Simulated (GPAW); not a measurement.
# A Sn chain with a Mg atom bridging one bond: transmission at several levels

Wanted: the zero-bias transmission of a Sn chain with a Mg atom bridging one bond on a ladder of levels, with run times.

Calculated with GPAW 26.7.0; GPAW LCAO, PAW setups; Landauer transmission from Green's functions with principal layers (ASE), zero bias.

## 1. Starting point

The cell holds 11 atoms: 10 Sn and 1 Mg. Its edges and angles: a = 9.000 Å, b = 9.000 Å, c = 27.700 Å, α = 90.0°, β = 90.0°, γ = 90.0°. Regions: left lead, 5 atoms (5 Sn); channel, 1 atom (1 Mg); right lead, 5 atoms (5 Sn). Vacuum lies along a and b. The structure is stacked along c, and the current runs across the ab planes.

## 2. Double-zeta polarised basis

Localised orbitals split the wire into layers that couple to their neighbours alone, which is what the Green's function method needs; double zeta with polarisation is the usual level for numbers.

run.py reads:

```python
import json
import numpy as np
from ase import Atoms
from ase.transport.calculators import TransportCalculator
from gpaw import GPAW, FermiDirac
from gpaw.lcao.tools import get_lcao_hamiltonian
from scipy.linalg import eigh

# The junction with lead layers at both ends, along the third cell vector
device = Atoms(
    ['Sn', 'Sn', 'Sn', 'Sn', 'Sn', 'Mg', 'Sn', 'Sn', 'Sn', 'Sn', 'Sn'],
    positions=[
        [4.50000, 4.50000, 1.37500],
        [4.50000, 4.50000, 4.12500],
        [4.50000, 4.50000, 6.87500],
        [4.50000, 4.50000, 9.62500],
        [4.50000, 4.50000, 12.37500],
        [6.89938, 4.50000, 13.85000],
        [4.50000, 4.50000, 15.32500],
        [4.50000, 4.50000, 18.07500],
        [4.50000, 4.50000, 20.82500],
        [4.50000, 4.50000, 23.57500],
        [4.50000, 4.50000, 26.32500]],
    cell=[[9.0, 0.0, 0.0], [0.0, 9.0, 0.0], [0.0, 0.0, 27.7]],
    pbc=True)

# One principal layer of the lead: the first 3 atoms of the device
lead = Atoms(
    ['Sn', 'Sn', 'Sn'],
    positions=[
        [4.50000, 4.50000, 1.37500],
        [4.50000, 4.50000, 4.12500],
        [4.50000, 4.50000, 6.87500]],
    cell=[[9.0, 0.0, 0.0], [0.0, 9.0, 0.0], [0.0, 0.0, 8.25]],
    pbc=True)

settings = dict(mode='lcao', basis='dzp', xc='PBE', h=0.2,
                occupations=FermiDirac(0.1), maxiter=250,
                mixer=dict(beta=0.1, nmaxold=8, weight=100.0),
                convergence=dict(density=0.0001))
energies = np.arange(-2, 2 + 1e-9, 0.05)
eta = 0.0001
n1, n2 = 1, 1
# k and -k transmit alike, so half of the mesh across the current serves
mesh = [(i, j) for i in range(n1) for j in range(n2) if (i, j) <= (-i % n1, -j % n2)]
weights = np.array([1 if (i, j) == (-i % n1, -j % n2) else 2 for i, j in mesh]) / (n1 * n2)

# [... helper functions left out ...]
fermi_lead = ground_state(lead, (1, 1, 14), 'lead.txt')
fermi_device = ground_state(device, (1, 1, 3), 'device.txt')
# [... loop over the mesh left out, but for ...]
        # Shift the lead onto the potential of the device's first layer
        shift = ((H[:, 0, 0] - H0[:, 0, 0]) / S0[0, 0]).real.mean()
# [...]
kT = 8.617333e-5 * 200
bias = [0.1, 0.2, 0.5, 1.0, 1.5, 2.0]
# [... integrals and printing left out ...]
```

Command:

```sh
> OMP_NUM_THREADS=1 OPENBLAS_NUM_THREADS=1 python run.py
```

Log:

```text
basis functions: device 249, principal layer 69
Fermi level: lead -2.9469 eV, device -2.7371 eV; lead shifted by -0.0052 eV
largest coupling past the next layer 3.84e-07 eV, largest misfit of the first layer 0.010 eV
  E-E_F (eV)   T (one spin)  [channel counts left out]
    -2.000    1.5002e-04
    -1.950    2.3657e-01
    -1.900    5.2646e-01
    -1.850    6.9312e-01
    -1.800    7.8354e-01
    -1.750    8.3577e-01
    -1.700    8.6815e-01
    -1.650    8.8947e-01
    -1.600    9.0418e-01
    -1.550    9.1471e-01
    -1.500    9.2246e-01
    -1.450    9.2827e-01
    -1.400    9.3267e-01
    -1.350    9.3602e-01
    -1.300    9.3854e-01
    -1.250    9.4037e-01
[...]
1.650    2.3213e+00
     1.700    2.3136e+00
     1.750    2.3051e+00
     1.800    2.2959e+00
     1.850    2.2860e+00
     1.900    2.2755e+00
     1.950    2.2643e+00
     2.000    2.2526e+00
conductance at 200 K: 2.8344 G0 a cell; thermopower 0.3738 uV/K
current from the zero-bias T(E) at 0.1 V: 21.954 uA
current from the zero-bias T(E) at 0.2 V: 43.865 uA
current from the zero-bias T(E) at 0.5 V: 108.8 uA
current from the zero-bias T(E) at 1.0 V: 209.07 uA
current from the zero-bias T(E) at 1.5 V: 296.74 uA
current from the zero-bias T(E) at 2.0 V: 361.77 uA
```

It took 77 s on 1 thread of Arm Neoverse N1, shared host; peak memory 0.99 GiB.

Numbers from this step:

```
conductance                                    : 2.834 G₀
largest coupling past the next principal layer : 3.84e-7 eV
largest misfit of the first principal layer    : 0.009792 eV
shift that aligns the lead                     : -0.005202 eV
basis functions of the junction                : 249
basis functions of a principal layer           : 69
transmission at the Fermi level (one spin)     : 2.836
```

One spin. Transmission, zone mean against energy, zero at the Fermi level:

```tsv
energy (eV)	transmission, zone mean
-2.00	1.5e-4
-1.85	0.693
-1.70	0.868
-1.60	0.904
-1.45	0.928
-1.30	0.939
-1.15	0.942
-1.05	0.942
-0.90	0.934
-0.75	2.09
-0.60	2.63
-0.50	2.74
-0.35	2.81
-0.20	2.84
-0.15	2.85
-0.05	2.84
0.00	2.84
0.05	2.82
0.20	2.73
0.35	2.47
0.50	2.05
0.60	1.96
0.75	2.11
0.90	2.24
1.05	2.31
1.15	2.33
1.30	2.35
1.35	2.35
1.45	2.26
1.60	2.33
1.70	2.31
1.85	2.29
2.00	2.25
```

Not self-consistent under bias; the bias window is split evenly. The current through one cell, from the zero-bias transmission by bias:

```tsv
bias (V)	current through one cell, from the zero-bias transmission (μA)
0.100	22.0
0.200	43.9
0.500	109
1.000	209
1.500	297
2.000	362
```

Table of transmission of the three most open eigenchannels by energy, zero at the Fermi level:

```tsv
energy (eV)	channel 1	channel 2	channel 3
-2.00	1.5e-4	0	0
-1.85	0.693	0	0
-1.70	0.868	0	0
-1.60	0.904	0	0
-1.45	0.928	0	0
-1.30	0.939	0	0
-1.15	0.942	0	0
-1.05	0.942	0	0
-0.90	0.934	7.2e-7	1.4e-10
-0.75	0.926	0.587	0.576
-0.60	0.941	0.872	0.815
-0.50	0.943	0.925	0.867
-0.35	0.962	0.945	0.906
-0.20	0.979	0.946	0.919
-0.05	0.987	0.947	0.909
0.00	0.989	0.948	0.899
0.05	0.990	0.949	0.884
0.20	0.993	0.952	0.785
0.35	0.994	0.956	0.517
0.50	0.995	0.962	0.0892
0.60	0.996	0.966	0.00182
0.75	0.997	0.971	0.139
0.90	0.998	0.974	0.268
1.05	0.999	0.977	0.335
1.15	0.999	0.978	0.357
1.30	0.999	0.980	0.368
1.45	0.999	0.900	0.360
1.60	0.998	0.981	0.350
1.70	0.997	0.981	0.336
1.85	0.996	0.981	0.309
2.00	0.995	0.982	0.276
```

Couplings past the next layer reach 3.8e-7 eV, small enough to drop; the matrix elements of the cell's first layer differ from the bulk lead's by up to 0.0098 eV. That layer keeps its own values in the calculation, and only beyond it is the lead taken as perfect. The Fermi levels of lead and junction count from different zeros of potential, one for each periodic cell; with both set to zero, the small remaining shift is what aligns them. By hand: G = 2.834 × 77.48 μS = 220 μS, a resistance of 4.55 kΩ; at 0.1 V a linear junction would pass 22.0 μA, and the integral over the bias window gives 22.0 μA.

## 3. GPAW, szp: basis = "szp(dzp)"

One radial function a shell plus polarisation makes the matrices smaller; the question is what that costs.

run.py: that of step 2 with these lines changed.

```diff
@@ -36,3 +36,3 @@
 
-settings = dict(mode='lcao', basis='dzp', xc='PBE', h=0.2,
+settings = dict(mode='lcao', basis='szp(dzp)', xc='PBE', h=0.2,
                 occupations=FermiDirac(0.1), maxiter=250,
```

Log:

```text
basis functions: device 151, principal layer 42
Fermi level: lead -3.2113 eV, device -2.9775 eV; lead shifted by -0.0082 eV
largest coupling past the next layer 3.63e-07 eV, largest misfit of the first layer 0.019 eV
  E-E_F (eV)   T (one spin)  [channel counts left out]
    -2.000    1.7840e-05
    -1.950    2.0545e-01
    -1.900    4.9776e-01
    -1.850    6.7920e-01
    -1.800    7.7955e-01
    -1.750    8.3723e-01
    -1.700    8.7252e-01
    -1.650    8.9536e-01
    -1.600    9.1085e-01
    -1.550    9.2174e-01
    -1.500    9.2961e-01
    -1.450    9.3539e-01
    -1.400    9.3968e-01
    -1.350    9.4286e-01
    -1.300    9.4517e-01
    -1.250    9.4678e-01
[...]
1.650    2.2661e+00
     1.700    2.2608e+00
     1.750    2.2548e+00
     1.800    2.2480e+00
     1.850    2.2406e+00
     1.900    2.2326e+00
     1.950    2.2239e+00
     2.000    2.2148e+00
conductance at 200 K: 2.8419 G0 a cell; thermopower 0.2856 uV/K
current from the zero-bias T(E) at 0.1 V: 22.013 uA
current from the zero-bias T(E) at 0.2 V: 43.992 uA
current from the zero-bias T(E) at 0.5 V: 109.31 uA
current from the zero-bias T(E) at 1.0 V: 211.75 uA
current from the zero-bias T(E) at 1.5 V: 299.2 uA
current from the zero-bias T(E) at 2.0 V: 360.41 uA
```

Wall time 57 s (1 thread); peak memory 0.96 GiB.

This step gave:

* conductance: 2.842 G₀
* largest coupling past the next principal layer: 3.63e-7 eV
* largest misfit of the first principal layer: 0.01941 eV
* shift that aligns the lead: -0.008231 eV
* basis functions of the junction: 151
* basis functions of a principal layer: 42
* transmission at the Fermi level (one spin): 2.843

One spin. Table of transmission, zone mean by energy, zero at the Fermi level:

energy (eV), transmission, zone mean and a bar:
```
   -2.000       0.00 
   -1.800       0.78 ########
   -1.600       0.91 ##########
   -1.400       0.94 ##########
   -1.200       0.95 ##########
   -1.000       0.95 ##########
   -0.800       0.88 #########
   -0.600       2.63 ############################
   -0.400       2.80 #############################
   -0.200       2.85 ##############################
   -0.100       2.85 ##############################
    0.000       2.84 ##############################
    0.200       2.76 #############################
    0.400       2.46 ##########################
    0.600       1.99 #####################
    0.800       2.06 ######################
    1.000       2.20 #######################
    1.200       2.26 ########################
    1.400       2.28 ########################
    1.600       2.27 ########################
    1.800       2.25 ########################
    2.000       2.21 #######################
```

Not self-consistent under bias; the bias window is split evenly. Table of current through one cell, from the zero-bias transmission by bias:

```tsv
bias (V)	current through one cell, from the zero-bias transmission (μA)
0.100	22.0
0.200	44.0
0.500	109
1.000	212
1.500	299
2.000	360
```

Transmission of the three most open eigenchannels against energy, zero at the Fermi level:

```tsv
energy (eV)	channel 1	channel 2	channel 3
-2.00	1.8e-5	0	0
-1.90	0.498	0	0
-1.80	0.780	0	0
-1.70	0.873	0	0
-1.55	0.922	0	0
-1.45	0.935	0	0
-1.35	0.943	0	0
-1.25	0.947	0	0
-1.15	0.948	0	0
-1.05	0.947	0	0
-0.90	0.938	3.7e-9	5.5e-11
-0.80	0.883	2.4e-6	2.3e-6
-0.70	0.929	0.723	0.708
-0.60	0.939	0.867	0.829
-0.50	0.942	0.924	0.876
-0.40	0.952	0.943	0.904
-0.25	0.974	0.943	0.923
-0.15	0.982	0.944	0.925
-0.05	0.987	0.945	0.917
0.00	0.989	0.945	0.909
0.05	0.990	0.946	0.897
0.15	0.992	0.949	0.854
0.25	0.993	0.952	0.772
0.40	0.994	0.958	0.505
0.50	0.995	0.963	0.228
0.60	0.995	0.967	0.0288
0.70	0.996	0.972	0.0111
0.80	0.997	0.975	0.0845
0.90	0.997	0.978	0.162
1.05	0.998	0.981	0.240
1.15	0.999	0.982	0.269
1.25	0.999	0.983	0.286
1.35	0.999	0.984	0.293
1.45	0.999	0.985	0.294
1.55	0.998	0.985	0.291
1.70	0.997	0.986	0.278
1.80	0.996	0.986	0.265
1.90	0.995	0.986	0.251
2.00	0.994	0.987	0.234
```

The conductance, 2.84 G₀, lies 0.3 % above that of the dzp run.

## 4. GPAW, sz: basis = "sz(dzp)"

The minimal basis is the cheapest rung: no second zeta and no polarisation.

run.py: that of step 3 with these lines changed.

```diff
@@ -36,3 +36,3 @@
 
-settings = dict(mode='lcao', basis='szp(dzp)', xc='PBE', h=0.2,
+settings = dict(mode='lcao', basis='sz(dzp)', xc='PBE', h=0.2,
                 occupations=FermiDirac(0.1), maxiter=250,
```

Log:

```text
basis functions: device 98, principal layer 27
Fermi level: lead -3.0929 eV, device -2.8897 eV; lead shifted by 0.0059 eV
largest coupling past the next layer 4.07e-07 eV, largest misfit of the first layer 0.025 eV
  E-E_F (eV)   T (one spin)  [channel counts left out]
    -2.000    3.8736e-01
    -1.950    6.1068e-01
    -1.900    7.3531e-01
[...]
1.950    2.1829e+00
     2.000    2.1750e+00
conductance at 200 K: 2.8013 G0 a cell; thermopower 0.3487 uV/K
current from the zero-bias T(E) at 0.1 V: 21.699 uA
current from the zero-bias T(E) at 0.2 V: 43.363 uA
current from the zero-bias T(E) at 0.5 V: 107.72 uA
current from the zero-bias T(E) at 1.0 V: 208.76 uA
current from the zero-bias T(E) at 1.5 V: 297.35 uA
current from the zero-bias T(E) at 2.0 V: 362.88 uA
```

Elapsed: 41 s, on 1 thread; peak memory 0.9 GiB.

Numbers from this step:

| Property | Result |
| --- | --- |
| conductance | 2.801 G₀ |
| largest coupling past the next principal layer | 4.07e-7 eV |
| largest misfit of the first principal layer | 0.02504 eV |
| shift that aligns the lead | 0.005948 eV |
| basis functions of the junction | 98 |
| basis functions of a principal layer | 27 |
| transmission at the Fermi level (one spin) | 2.803 |

The conductance, 2.80 G₀, lies 1.2 % below that of the dzp run.

## 5. revPBE in the dzp basis: xc = "revPBE"

Back in the dzp basis, the functional changes from PBE to revPBE, to set the spread between functionals beside that between bases.

run.py: that of step 4 with these lines changed.

```diff
@@ -36,3 +36,3 @@
 
-settings = dict(mode='lcao', basis='sz(dzp)', xc='PBE', h=0.2,
+settings = dict(mode='lcao', basis='dzp', xc='revPBE', h=0.2,
                 occupations=FermiDirac(0.1), maxiter=250,
```

Log:

```text
basis functions: device 249, principal layer 69
Fermi level: lead -2.8676 eV, device -2.6599 eV; lead shifted by -0.0029 eV
largest coupling past the next layer 3.82e-07 eV, largest misfit of the first layer 0.011 eV
  E-E_F (eV)   T (one spin)  [channel counts left out]
    -2.000    5.6019e-03
    -1.950    1.9152e-01
    -1.900    4.9859e-01
[...]
1.950    2.2611e+00
     2.000    2.2495e+00
conductance at 200 K: 2.8309 G0 a cell; thermopower 0.382 uV/K
current from the zero-bias T(E) at 0.1 V: 21.927 uA
current from the zero-bias T(E) at 0.2 V: 43.811 uA
current from the zero-bias T(E) at 0.5 V: 108.66 uA
current from the zero-bias T(E) at 1.0 V: 208.69 uA
current from the zero-bias T(E) at 1.5 V: 296.37 uA
current from the zero-bias T(E) at 2.0 V: 361.52 uA
```

Elapsed: 77 s, on 1 thread; peak memory 0.99 GiB.

Numbers from this step:

```yaml
conductance: 2.831 G₀
largest_coupling_past_the_next_principal_layer: 3.82e-7 eV
largest_misfit_of_the_first_principal_layer: 0.01093 eV
shift_that_aligns_the_lead: -0.002910 eV
basis_functions_of_the_junction: 249
basis_functions_of_a_principal_layer: 69
transmission_at_the_fermi_level_one_spin: 2.832
```

The conductance equals that of the dzp run to 0.2 %.

## 6. Cost and result by level

Times are for 1 thread of Arm Neoverse N1, shared host. The series side by side:

```tsv
no.	run	conductance (G₀)	time	memory (GiB)
1	dzp	2.834	77 s	0.99
2	szp	2.842	57 s	0.96
3	sz	2.801	41 s	0.9
4	dzp revPBE	2.831	77 s	0.99
```

## 7. The levels side by side

The curves are compared point by point over the common energies.

This step: comparison of transmission and cost over codes and levels (GPAW 26.7.0).

Ladder, by row:

```tsv
step	code	T at the Fermi level (sum over the listed spins)	conductance (G0)	r.m.s. T(E) from the first	wall time (s)	peak memory (GiB)	threads
dzp	GPAW	2.836	2.834	0	77.42	0.99	1
szp	GPAW	2.843	2.842	0.07551	57.21	0.96	1
sz	GPAW	2.803	2.801	0.1289	41.41	0.9	1
dzp-revPBE	GPAW	2.832	2.831	0.01224	76.57	0.99	1
```

Transmission, zone mean, sum over the listed spins against energy, zero at the Fermi level:

```tsv
energy (eV)	dzp	szp	sz	dzp-revPBE
-2.000	1.5e-4	1.8e-5	0.387	0.00560
-1.800	0.784	0.780	0.848	0.776
-1.600	0.904	0.911	0.916	0.902
-1.400	0.933	0.940	0.934	0.931
-1.200	0.942	0.948	0.938	0.940
-1.000	0.941	0.946	0.929	0.939
-0.800	1.35	0.883	2.03	1.36
-0.600	2.63	2.63	2.61	2.62
-0.400	2.79	2.80	2.76	2.79
-0.200	2.84	2.85	2.81	2.84
-0.150	2.85	2.85	2.82	2.84
-0.100	2.85	2.85	2.81	2.84
0.000	2.84	2.84	2.80	2.83
0.200	2.73	2.76	2.71	2.73
0.400	2.33	2.46	2.42	2.31
0.600	1.96	1.99	2.00	1.96
0.800	2.16	2.06	2.02	2.16
1.000	2.29	2.20	2.14	2.29
1.200	2.34	2.26	2.21	2.34
1.350	2.35	2.28	2.22	2.35
1.400	2.35	2.28	2.23	2.34
1.600	2.33	2.27	2.22	2.32
1.800	2.30	2.25	2.20	2.29
2.000	2.25	2.21	2.17	2.25
```

## 8. SCF mesh 1×1×1

The SCF mesh sets the Fermi level of the repeated cell.

This step: GPAW LCAO, PAW setups; Landauer transmission from Green's functions with principal layers (ASE), zero bias (GPAW 26.7.0).

run.py: that of step 5 with these lines changed.

```diff
@@ -36,3 +36,3 @@
 
-settings = dict(mode='lcao', basis='dzp', xc='revPBE', h=0.2,
+settings = dict(mode='lcao', basis='dzp', xc='PBE', h=0.2,
                 occupations=FermiDirac(0.1), maxiter=250,
@@ -49,3 +49,3 @@
 fermi_lead = ground_state(lead, (1, 1, 14), 'lead.txt')
-fermi_device = ground_state(device, (1, 1, 3), 'device.txt')
+fermi_device = ground_state(device, (1, 1, 1), 'device.txt')
 # [... loop over the mesh left out, but for ...]
```

Log:

```text
basis functions: device 249, principal layer 69
Fermi level: lead -2.9469 eV, device -2.7480 eV; lead shifted by 0.1647 eV
largest coupling past the next layer 3.84e-07 eV, largest misfit of the first layer 0.102 eV
  E-E_F (eV)   T (one spin)  [channel counts left out]
    -2.000    5.2997e-01
    -1.950    2.2342e-01
    -1.900    1.2772e-03
    -1.850    1.5990e-01
    -1.800    4.3567e-01
    -1.750    6.2528e-01
    -1.700    7.3763e-01
    -1.650    8.0544e-01
    -1.600    8.4851e-01
    -1.550    8.7726e-01
    -1.500    8.9727e-01
    -1.450    9.1167e-01
    -1.400    9.2228e-01
    -1.350    9.3025e-01
    -1.300    9.3627e-01
    -1.250    9.4083e-01
[...]
1.650    2.3325e+00
     1.700    2.3238e+00
     1.750    2.3134e+00
     1.800    2.3022e+00
     1.850    2.2905e+00
     1.900    2.2786e+00
     1.950    2.2666e+00
     2.000    2.2549e+00
conductance at 200 K: 2.842 G0 a cell; thermopower 0.594 uV/K
current from the zero-bias T(E) at 0.1 V: 22.014 uA
current from the zero-bias T(E) at 0.2 V: 43.997 uA
current from the zero-bias T(E) at 0.5 V: 109.29 uA
current from the zero-bias T(E) at 1.0 V: 209.42 uA
current from the zero-bias T(E) at 1.5 V: 281.58 uA
current from the zero-bias T(E) at 2.0 V: 341.53 uA
```

Wall time 66 s (1 thread); peak memory 0.98 GiB.

The run finished with changed settings (scf_mesh = [1, 1, 1]); it serves as a test.

Side by side:

```tsv
quantity	this run	sound run	difference
conductance (G₀)	2.8420	2.8344	0.00758
largest misfit of the first principal layer (eV)	0.10155	0.0097925	0.0918
shift that aligns the lead (eV)	0.16475	-0.0052023	0.170
transmission at the Fermi level (one spin)	2.8430	2.8359	0.00717
```

One result that differs is the largest misfit of the first principal layer, 0.102 eV against 0.00979 eV.

## 9. Another change of settings

A last run, with other settings again.

run.py: that of step 8 with these lines changed.

```diff
@@ -36,4 +36,4 @@
 
-settings = dict(mode='lcao', basis='dzp', xc='PBE', h=0.2,
-                occupations=FermiDirac(0.1), maxiter=250,
+settings = dict(mode='lcao', basis='sz', xc='PBE', h=0.2,
+                occupations=FermiDirac(0.1), maxiter=75,
                 mixer=dict(beta=0.1, nmaxold=8, weight=100.0),
@@ -49,3 +49,3 @@
 fermi_lead = ground_state(lead, (1, 1, 14), 'lead.txt')
-fermi_device = ground_state(device, (1, 1, 1), 'device.txt')
+fermi_device = ground_state(device, (1, 1, 3), 'device.txt')
 # [... loop over the mesh left out, but for ...]
```

Log:

```text
FileNotFoundError: Could not find required basis set file "Sn.sz.basis".
```

Wall time 1.3 s (1 thread); peak memory 0.1 GiB.

The program refused the input before any cycle.

The program's message: “FileNotFoundError: Could not find required basis set file "Sn.sz.basis".”

The change that led to it: basis = "sz".

## 10. Results

| Property | Result |
| --- | --- |
| conductance | 2.83 G₀ |
| transmission at the Fermi level, mean of the spins | 2.84 |
| thermopower | about 0 (under 1.5 μV/K) |

In the dzp basis the junction conducts 2.83 G₀ at 200 K, with T = 2.84 a spin at the Fermi level; the sz basis reaches that conductance within 10 %. At the Fermi level the three most open eigenchannels pass 0.99, 0.95 and 0.90. Measured against the first run (dzp), the nearest curve is that of dzp-revPBE (r.m.s. 0.012) and the farthest that of sz (0.13). Over the compared runs wall time goes from 41 s (sz) to 77 s (dzp), on a shared host. The geometry was built from estimated bond lengths and not relaxed, so the numbers describe this model structure. Spin-orbit coupling is left out, which matters for the heavy atoms here. An evenly spaced straight chain is an idealisation: free chains tend to dimerise, zigzag or, where a band edge lies near the Fermi level, turn magnetic. The currents use the zero-bias T(E) throughout, which holds only while the bias is small against the distance to the nearest feature. The energy step is wider than the thermal energy, so the conductance and thermopower rest on interpolation of T(E).

[Logs are printed without paths, hosts, clocks, repeated set-up lines and the standing remarks that a program may print on its own settings, such as how far it seeks lower states.]

[Hosts, paths, dates, database ids (printed as entryN), source tags and the programs' standing remarks are cut or masked in the printed files.]
